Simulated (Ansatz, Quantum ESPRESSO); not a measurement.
# Conductance against width: vacuum gaps between two Ir(100) faces, part 2 of 4

How fast does transmission decay with width? The series: vacuum gaps between two Ir(100) faces.

Quantum ESPRESSO 7.5; plane-wave DFT, LDA, GBRV ultrasoft pseudopotentials; cross-check by Ansatz 0.2.0 with PAW datasets.

So far. Step 2 (SCF with pw.x, 4 Å): The run needed 13 iterations to bring the estimated error under 1e-07 Ry; the largest force on any atom, held or free, is 1.36 eV/Å.

### 3. Transmission with pwcond.x, 4 Å

Level of this step: transmission by pwcond, lead and junction from one cell; plane-wave DFT, LDA, GBRV ultrasoft pseudopotentials (Quantum ESPRESSO).

prefixt takes both regions from one run: the lead from 0 to bdl, the scattering region from bdl to bds (units of alat). ikind = 1 puts the same lead on both sides. The program's T_tot counts both spins in a run without spin; the tables below give T per spin.

Input file j0.cond.in:

```
&inputcond
  outdir = './out'
  prefixt = 'j0.scf'
  tran_file = 'j0.cond.dat'
  bdl = 2.8284271247
  bds = 12.0683211621
  ikind = 1
  ewind = 4.0
  epsproj = 1e-05
  nz1 = 7
  energy0 = 0.4
  denergy = -0.4
/
15
  0.00000000 0.00000000 0.01562500
  0.00000000 0.12500000 0.06250000
  0.00000000 0.25000000 0.06250000
  0.00000000 0.37500000 0.06250000
  0.00000000 0.50000000 0.03125000
  0.12500000 0.12500000 0.06250000
  0.12500000 0.25000000 0.12500000
  0.12500000 0.37500000 0.12500000
  0.12500000 0.50000000 0.06250000
  0.25000000 0.25000000 0.06250000
  0.25000000 0.37500000 0.12500000
  0.25000000 0.50000000 0.06250000
  0.37500000 0.37500000 0.06250000
  0.37500000 0.50000000 0.06250000
  0.50000000 0.50000000 0.01562500
3
```

Run with:

```bash
> OMP_NUM_THREADS=1 mpirun -n 4 pwcond.x -in j0.cond.in > j0.cond.out
```

Log:

```text
[banner, memory and clock lines left out]
Program PWCOND v.7.5 starts

          URL

     ./out/j0.scf.save/

     IMPORTANT: XC functional enforced from input :
     Exchange-correlation= PZ
                           (   1   1   0   0   0   0   0)
     Any further DFT definition will be discarded
     Please, verify this is what you really want

     negative rho (up, down):  4.882E+00 0.000E+00
     Reading collected, re-writing distributed wavefunctions

===== INPUT FILE containing all the regions =====

     GEOMETRY:

     lattice parameter (alat)  =       5.1712  a.u.
     the volume                =    1668.9040 (a.u.)^3
     the cross section         =      26.7417 (a.u.)^2
     l of the unit cell        =      12.0683 (alat)
     number of atoms/cell      =           16
     number of atomic types    =            1

     crystal axes: (cart. coord. in units of alat)
               a(1) = (  1.0000  0.0000  0.0000 )
               a(2) = (  0.0000  1.0000  0.0000 )
               a(3) = (  0.0000  0.0000 12.0683 )

   Cartesian axes

     site n.     atom                  positions (alat units)
          1        Ir     tau(  1)=(  0.0000  0.0000 12.0683  )
          2        Ir     tau(  2)=(  0.5000  0.5000  0.7071  )
          3        Ir     tau(  3)=(  0.0000  0.0000  1.4142  )
          4        Ir     tau(  4)=(  0.5000  0.5000  2.1213  )
          5        Ir     tau(  5)=(  0.0000  0.0000  2.8284  )
          6        Ir     tau(  6)=(  0.5000  0.5000  3.5355  )
          7        Ir     tau(  7)=(  0.0000  0.0000  4.2426  )
          8        Ir     tau(  8)=(  0.5000  0.5000  4.9497  )
          9        Ir     tau(  9)=(  0.0000  0.0000  6.4115  )
         10        Ir     tau( 10)=(  0.5000  0.5000  7.1186  )
         11        Ir     tau( 11)=(  0.0000  0.0000  7.8257  )
         12        Ir     tau( 12)=(  0.5000  0.5000  8.5328  )
         13        Ir     tau( 13)=(  0.0000  0.0000  9.2399  )
         14        Ir     tau( 14)=(  0.5000  0.5000  9.9470  )
         15        Ir     tau( 15)=(  0.0000  0.0000 10.6541  )
         16        Ir     tau( 16)=(  0.5000  0.5000 11.3612  )

     nr1s                      =           24
     nr2s                      =           24
     nr3s                      =          256
     nr1sx                     =           24
     nr2sx                     =           24
     nr3sx                     =          256
     nr1                       =           24
     nr2                       =           24
     nr3                       =          288
     nr1x                      =           24
     nr2x                      =           24
     nr3x                      =          288

 _______________________________
  Radii of nonlocal spheres:

     type       ibeta     ang. mom.          radius (alat units)
       Ir         1         0                    0.4948
       Ir         2         0                    0.4948
       Ir         3         1                    0.4948
       Ir         4         1                    0.4948
       Ir         5         1                    0.4948
       Ir         6         2                    0.4948
       Ir         7         2                    0.4948
----- General information -----

--- T calc. with identical leads (ikind=1) ---

     nrx                       =           24
     nry                       =           24
     nz1                       =            7

     energy0               =         4.0E-01
     denergy               =        -4.0E-01
     nenergy               =          3
     ecut2d                =         4.0E+01
     ewind                 =         4.0E+00
     epsproj               =         1.0E-05

     number of k_|| points=   15
                       cryst. coord.
        k(    1) = (   0.0000000   0.0000000), wk =   0.0156250
        k(    2) = (   0.0000000   0.1250000), wk =   0.0625000
        k(    3) = (   0.0000000   0.2500000), wk =   0.0625000
        k(    4) = (   0.0000000   0.3750000), wk =   0.0625000
        k(    5) = (   0.0000000   0.5000000), wk =   0.0312500
        k(    6) = (   0.1250000   0.1250000), wk =   0.0625000
        k(    7) = (   0.1250000   0.2500000), wk =   0.1250000
        k(    8) = (   0.1250000   0.3750000), wk =   0.1250000
        k(    9) = (   0.1250000   0.5000000), wk =   0.0625000
        k(   10) = (   0.2500000   0.2500000), wk =   0.0625000
        k(   11) = (   0.2500000   0.3750000), wk =   0.1250000
        k(   12) = (   0.2500000   0.5000000), wk =   0.0625000
        k(   13) = (   0.3750000   0.3750000), wk =   0.0625000
        k(   14) = (   0.3750000   0.5000000), wk =   0.0625000
        k(   15) = (   0.5000000   0.5000000), wk =   0.0156250
----- Information about left/right lead -----

     nocros                   =           21
     noins                    =           63
     norb                     =          105
     norbf                    =          273
     nrz                      =           60

      iorb      type   ibeta   ang. mom.   m       position (alat)
        1        1       1        0        1   taunew(   1)=(  0.0000  0.0000  0.0000)
        2        1       2        0        1   taunew(   2)=(  0.0000  0.0000  0.0000)
        3        1       3        1        1   taunew(   3)=(  0.0000  0.0000  0.0000)
        4        1       3        1        2   taunew(   4)=(  0.0000  0.0000  0.0000)
        5        1       3        1        3   taunew(   5)=(  0.0000  0.0000  0.0000)
        6        1       4        1        1   taunew(   6)=(  0.0000  0.0000  0.0000)
        7        1       4        1        2   taunew(   7)=(  0.0000  0.0000  0.0000)
        8        1       4        1        3   taunew(   8)=(  0.0000  0.0000  0.0000)
        9        1       5        1        1   taunew(   9)=(  0.0000  0.0000  0.0000)
       10        1       5        1        2   taunew(  10)=(  0.0000  0.0000  0.0000)
       11        1       5        1        3   taunew(  11)=(  0.0000  0.0000  0.0000)
       12        1       6        2        1   taunew(  12)=(  0.0000  0.0000  0.0000)
       13        1       6        2        2   taunew(  13)=(  0.0000  0.0000  0.0000)
       14        1       6        2        3   taunew(  14)=(  0.0000  0.0000  0.0000)
       15        1       6        2        4   taunew(  15)=(  0.0000  0.0000  0.0000)
       16        1       6        2        5   taunew(  16)=(  0.0000  0.0000  0.0000)
       17        1       7        2        1   taunew(  17)=(  0.0000  0.0000  0.0000)
       18        1       7        2        2   taunew(  18)=(  0.0000  0.0000  0.0000)
       19        1       7        2        3   taunew(  19)=(  0.0000  0.0000  0.0000)
[...]
4 -->     4     0.00207     0.00081
   Total T_j, R_j =    0.00207  0.99793

E-Ef(ev), T(x2 spins) =    0.4000000   1.9130334
---  E-Ef =    0.0000000  k =    0.0000000   0.0000000
---  ie =          2  ik =          1
 Nchannels of the left tip =            4
 Right moving states:
   k1(2pi/a)   k2(2pi/a)   E-Ef (eV)
   0.1203569  -0.0000008   0.0000000
  -0.3692637   0.0000017   0.0000000
   0.4489792   0.0000002   0.0000000
   0.4489792   0.0000002   0.0000000
 Left moving states:
   k1(2pi/a)   k2(2pi/a)   E-Ef (eV)
  -0.1203569  -0.0000008   0.0000000
   0.3692641   0.0000017   0.0000000
  -0.4489791   0.0000002   0.0000000
  -0.4489791   0.0000002   0.0000000

 to transmit
 Band j to band i transmissions and reflections:
    j         i     |T_ij|^2    |R_ij|^2

    1 -->     1     0.00000     1.00000
    1 -->     2     0.00000     0.00000
    1 -->     3     0.00000     0.00000
    1 -->     4     0.00000     0.00000
   Total T_j, R_j =    0.00000  1.00000

    2 -->     1     0.00000     0.00000
    2 -->     2     0.87561     0.12439
    2 -->     3     0.00000     0.00000
    2 -->     4     0.00000     0.00000
   Total T_j, R_j =    0.87561  0.12439

    3 -->     1     0.00000     0.00000
    3 -->     2     0.00000     0.00000
    3 -->     3     0.00144     0.00103
    3 -->     4     0.00000     0.99753
   Total T_j, R_j =    0.00144  0.99856

    4 -->     1     0.00000     0.00000
    4 -->     2     0.00000     0.00000
    4 -->     3     0.00000     0.99753
    4 -->     4     0.00144     0.00103
   Total T_j, R_j =    0.00144  0.99856

E-Ef(ev), T(x2 spins) =    0.0000000   1.7569965
---  E-Ef =   -0.4000000  k =    0.0000000   0.0000000
---  ie =          3  ik =          1
 Nchannels of the left tip =            4
 Right moving states:
   k1(2pi/a)   k2(2pi/a)   E-Ef (eV)
  -0.1399345  -0.0000008  -0.4000000
   0.3522219   0.0000003  -0.4000000
   0.3522219   0.0000003  -0.4000000
  -0.4232215   0.0000018  -0.4000000
 Left moving states:
   k1(2pi/a)   k2(2pi/a)   E-Ef (eV)
   0.1399345  -0.0000008  -0.4000000
  -0.3522218   0.0000003  -0.4000000
  -0.3522218   0.0000003  -0.4000000
   0.4232219   0.0000018  -0.4000000

 to transmit
 Band j to band i transmissions and reflections:
    j         i     |T_ij|^2    |R_ij|^2

    1 -->     1     0.00000     1.00000
    1 -->     2     0.00000     0.00000
    1 -->     3     0.00000     0.00000
    1 -->     4     0.00000     0.00000
   Total T_j, R_j =    0.00000  1.00000

    2 -->     1     0.00000     0.00000
    2 -->     2     0.00092     0.00063
    2 -->     3     0.00000     0.99844
    2 -->     4     0.00000     0.00000
   Total T_j, R_j =    0.00092  0.99908

    3 -->     1     0.00000     0.00000
    3 -->     2     0.00000     0.99844
    3 -->     3     0.00092     0.00063
    3 -->     4     0.00000     0.00000
   Total T_j, R_j =    0.00092  0.99908

    4 -->     1     0.00000     0.00000
    4 -->     2     0.00000     0.00000
    4 -->     3     0.00000     0.00000
    4 -->     4     0.80566     0.19434
   Total T_j, R_j =    0.80566  0.19434

E-Ef(ev), T(x2 spins) =   -0.4000000   1.6150095
 ngper, shell number =           87          43
 ngper, n2d =           87          68
[... further energies and points left out ...]
---  E-Ef =    0.4000000  k =    0.5000000   0.5000000
---  ie =          1  ik =         15
 Nchannels of the left tip =            4
 Right moving states:
   k1(2pi/a)   k2(2pi/a)   E-Ef (eV)
  -0.1616103   0.0000004   0.4000000
  -0.1616103   0.0000004   0.4000000
  -0.3093872  -0.0000004   0.4000000
  -0.3097894   0.0000004   0.4000000
 Left moving states:
   k1(2pi/a)   k2(2pi/a)   E-Ef (eV)
   0.1616104   0.0000004   0.4000000
   0.1616104   0.0000004   0.4000000
   0.3093873  -0.0000004   0.4000000
   0.3097896   0.0000004   0.4000000

 to transmit
 Band j to band i transmissions and reflections:
    j         i     |T_ij|^2    |R_ij|^2

    1 -->     1     0.01240     0.66110
    1 -->     2     0.00000     0.32649
    1 -->     3     0.00000     0.00000
    1 -->     4     0.00000     0.00000
   Total T_j, R_j =    0.01240  0.98760

    2 -->     1     0.00000     0.32649
    2 -->     2     0.01240     0.66110
    2 -->     3     0.00000     0.00000
    2 -->     4     0.00000     0.00000
   Total T_j, R_j =    0.01240  0.98760

    3 -->     1     0.00000     0.00000
    3 -->     2     0.00000     0.00000
    3 -->     3     0.02103     0.97897
    3 -->     4     0.00000     0.00000
   Total T_j, R_j =    0.02103  0.97897

    4 -->     1     0.00000     0.00000
    4 -->     2     0.00000     0.00000
    4 -->     3     0.00000     0.00000
    4 -->     4     0.02061     0.97939
   Total T_j, R_j =    0.02061  0.97939

E-Ef(ev), T(x2 spins) =    0.4000000   0.1328839
---  E-Ef =    0.0000000  k =    0.5000000   0.5000000
---  ie =          2  ik =         15
 Nchannels of the left tip =            4
 Right moving states:
   k1(2pi/a)   k2(2pi/a)   E-Ef (eV)
  -0.2176735   0.0000004   0.0000000
  -0.2176735   0.0000004   0.0000000
  -0.4305390  -0.0000003   0.0000000
  -0.4308870   0.0000005   0.0000000
 Left moving states:
   k1(2pi/a)   k2(2pi/a)   E-Ef (eV)
   0.2176736   0.0000004   0.0000000
   0.2176736   0.0000004   0.0000000
   0.4305392  -0.0000003   0.0000000
   0.4308871   0.0000005   0.0000000

 to transmit
 Band j to band i transmissions and reflections:
    j         i     |T_ij|^2    |R_ij|^2

    1 -->     1     0.01109     0.60415
    1 -->     2     0.00000     0.38476
    1 -->     3     0.00000     0.00000
    1 -->     4     0.00000     0.00000
   Total T_j, R_j =    0.01109  0.98891

    2 -->     1     0.00000     0.38476
    2 -->     2     0.01109     0.60415
    2 -->     3     0.00000     0.00000
    2 -->     4     0.00000     0.00000
   Total T_j, R_j =    0.01109  0.98891

    3 -->     1     0.00000     0.00000
    3 -->     2     0.00000     0.00000
    3 -->     3     0.01611     0.98389
    3 -->     4     0.00000     0.00000
   Total T_j, R_j =    0.01611  0.98389

    4 -->     1     0.00000     0.00000
    4 -->     2     0.00000     0.00000
    4 -->     3     0.00000     0.00000
    4 -->     4     0.01644     0.98356
   Total T_j, R_j =    0.01644  0.98356

E-Ef(ev), T(x2 spins) =    0.0000000   0.1094473
---  E-Ef =   -0.4000000  k =    0.5000000   0.5000000
---  ie =          3  ik =         15
 Nchannels of the left tip =            4
 Right moving states:
   k1(2pi/a)   k2(2pi/a)   E-Ef (eV)
  -0.2745651   0.0000004  -0.4000000
  -0.2745651   0.0000004  -0.4000000
   0.4653074   0.0000005  -0.4000000
   0.4656879  -0.0000003  -0.4000000
 Left moving states:
   k1(2pi/a)   k2(2pi/a)   E-Ef (eV)
   0.2745652   0.0000004  -0.4000000
   0.2745652   0.0000004  -0.4000000
  -0.4653072   0.0000005  -0.4000000
  -0.4656877  -0.0000003  -0.4000000

 to transmit
 Band j to band i transmissions and reflections:
    j         i     |T_ij|^2    |R_ij|^2

    1 -->     1     0.00984     0.40864
    1 -->     2     0.00000     0.58152
    1 -->     3     0.00000     0.00000
    1 -->     4     0.00000     0.00000
   Total T_j, R_j =    0.00984  0.99016

    2 -->     1     0.00000     0.58152
    2 -->     2     0.00984     0.40864
    2 -->     3     0.00000     0.00000
    2 -->     4     0.00000     0.00000
   Total T_j, R_j =    0.00984  0.99016

    3 -->     1     0.00000     0.00000
    3 -->     2     0.00000     0.00000
    3 -->     3     0.01118     0.98882
    3 -->     4     0.00000     0.00000
   Total T_j, R_j =    0.01118  0.98882

    4 -->     1     0.00000     0.00000
    4 -->     2     0.00000     0.00000
    4 -->     3     0.00000     0.00000
    4 -->     4     0.01127     0.98873
   Total T_j, R_j =    0.01127  0.98873

E-Ef(ev), T(x2 spins) =   -0.4000000   0.0842591
   T_tot     0.40000      0.58047E+00
   T_tot     0.00000      0.70494E+00
   T_tot    -0.40000      0.10181E+01

Note: The following floating-point exceptions are signalling: IEEE_UNDERFLOW_FLAG
Note: The following floating-point exceptions are signalling: IEEE_UNDERFLOW_FLAG
Note: The following floating-point exceptions are signalling: IEEE_UNDERFLOW_FLAG
Note: The following floating-point exceptions are signalling: IEEE_UNDERFLOW_FLAG
```

Wall time 79 s (4 MPI ranks of Arm Neoverse V1, shared host); peak memory 0.26 GiB; 5.3 min of CPU time.

Numbers from this step:

```
lead channels at the Fermi level, one spin : 2.188
transmission at the Fermi level, one spin  : 0.3525
conductance                                : 0.3525 G₀
```

Per spin; mean over the k mesh across the current. Table of open channels, zone mean by energy, zero at the Fermi level:

```tsv
energy (eV)	open channels, zone mean
-0.400	1.81
0.000	2.19
0.400	2
```

Per spin; mean over the k mesh across the current. The transmission, zone mean by energy, zero at the Fermi level:

```tsv
energy (eV)	transmission, zone mean
-0.400	0.509
0.000	0.352
0.400	0.290
```

At 0.000 eV; k in fractions of b1, b2. Transmission by k point:

```tsv
k1	k2	weight	t	channels
0	0	0.01562	0.8785	4
0	0.125	0.0625	1	3
0	0.25	0.0625	0.6378	2
0	0.375	0.0625	8.59e-4	2
0	0.5	0.03125	4.83e-4	2
0.125	0.125	0.0625	0.02769	2
0.125	0.25	0.125	0.7079	2
0.125	0.375	0.125	0.2361	3
0.125	0.5	0.0625	0.3402	2
0.25	0.25	0.0625	0.793	2
0.25	0.375	0.125	0.1279	3
0.25	0.5	0.0625	0	0
0.375	0.375	0.0625	0.07533	1
0.375	0.5	0.0625	0.3872	2
0.5	0.5	0.01562	0.05472	4
```

The run is unpolarised; a magnetic state was not tried, may lie lower and would change T.

(Part 2 of 4 ends here.)

[Logs are printed without paths, hosts, clocks, repeated set-up lines and the standing remarks that a program may print on its own settings, such as how far it seeks lower states.]

[Hosts, paths, dates, database ids (printed as entryN), source tags and the programs' standing remarks are cut or masked in the printed files.]

[Maps of the electrostatic potential energy from Ansatz leave out the sawtooth potential of an applied field or a dipole correction, so their vacuum need not be flat; planar profiles and work functions include it.]
